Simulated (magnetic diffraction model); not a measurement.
# Tl2VFe3S8: the ordered moment from one line

Space group P6_3mc (no. 186), a = 7.7040 Å, c = 12.3020 Å.

```csv
site,atom,x,y,z
2b,Tl,1/3,2/3,0.9056
2a,Tl,0,0,0.9872
6c,Fe,0.1736,0.3471,0.2180
2b,V,1/3,2/3,0.4973
6c,S,0.1749,0.3497,0.5850
6c,S,0.4784,0.5216,0.3477
2b,S,1/3,2/3,0.1065
2a,S,0,0,0.2970
```

This is a made-up structure (elements placed in a structure type, unrelaxed), so the numbers test the method and describe no known phase.

Only Fe is taken to order (form factors of Fe3+); orders and moment sizes are assumed, and not adapted to the symmetry. Radiation: neutrons of λ = 2.0775 Å, 1.5° to 40°; isotropic B of 0.35 Å² (Tl), 0.43 Å² (Fe), 0.61 Å² (V) and 0.54 Å² (S). Simulated constant-wavelength pattern: nuclear and magnetic terms add, the magnetic one as |2.695 fm × Σ f S⊥ exp(2πi Q·r) exp(−B s²)|², summed over all Q at one angle with the factor 1/(sin²θ cos θ). For a modulated order the moment at position r is S exp(−2πi k·r) + c.c., with S = m/2 for a sine wave of amplitude m and S = m(u + iv)/2 for moments turning in a plane, u and v being orthogonal unit vectors in it; the phase factor of the sum at Q = H + k is then exp(2πi H·r). Free-ion form factors, Sears's scattering lengths of 1992, no absorption; a label names one of the reflections at its angle. The strongest nuclear line in the range is 100, and lines under 0.2 are left out.

In a first state the assumed order is k = (1/3 1/3 0), moments turning in the plane of [100] and [001], 4.25 μB on Fe; signs + at (0.1736, 0.3471, 0.2180), + at (0.6529, 0.8265, 0.2180), − at (0.1736, 0.8265, 0.2180), + at (0.8265, 0.1736, 0.7180), − at (0.3471, 0.1736, 0.7180), − at (0.8265, 0.6529, 0.7180), with this pattern:

```tsv
2θ (°)	index	nuclear	magnetic
10.31	(2/3 -1/3 0)	0.0	19.6
14.17	(1/3 1/3 1)	0.0	24.1
17.91	(1 0 0)	18.2	0.0
19.45	(0 0 2)	21.9	0.0
20.40	(1 0 1)	44.8	0.0
20.71	(4/3 -2/3 0)	0.0	45.2
22.06	(2/3 -1/3 2)	0.0	6.2
22.91	(2/3 2/3 1)	0.0	78.9
26.56	(1 0 2)	9.0	0.0
27.52	(4/3 1/3 0)	0.0	6.6
28.56	(4/3 -2/3 2)	0.0	37.9
29.23	(4/3 1/3 1)	0.0	8.6
31.18	(1/3 1/3 3)	0.0	3.4
31.29	(1 1 0)	8.1	0.0
33.92	(4/3 1/3 2)	0.0	7.0
34.59	(1 0 3)	48.9	0.0
```
(The table stops after 16 lines; 7 more lie at higher angle.)

**Question.** Nearer the ordering temperature the line at 22.91° has total intensity 57.0 on the same scale, and all moments have shrunk alike. How large is the Fe moment?

The nuclear part, 0.0, stays, so the magnetic part is 57.0 against 78.9. It goes as m², so m = 4.25 × √(57.0/78.9) = 3.61 μB; the value used was 3.61 μB.

[Logs are printed without paths, hosts, clocks, repeated set-up lines and the standing remarks that a program may print on its own settings, such as how far it seeks lower states.]
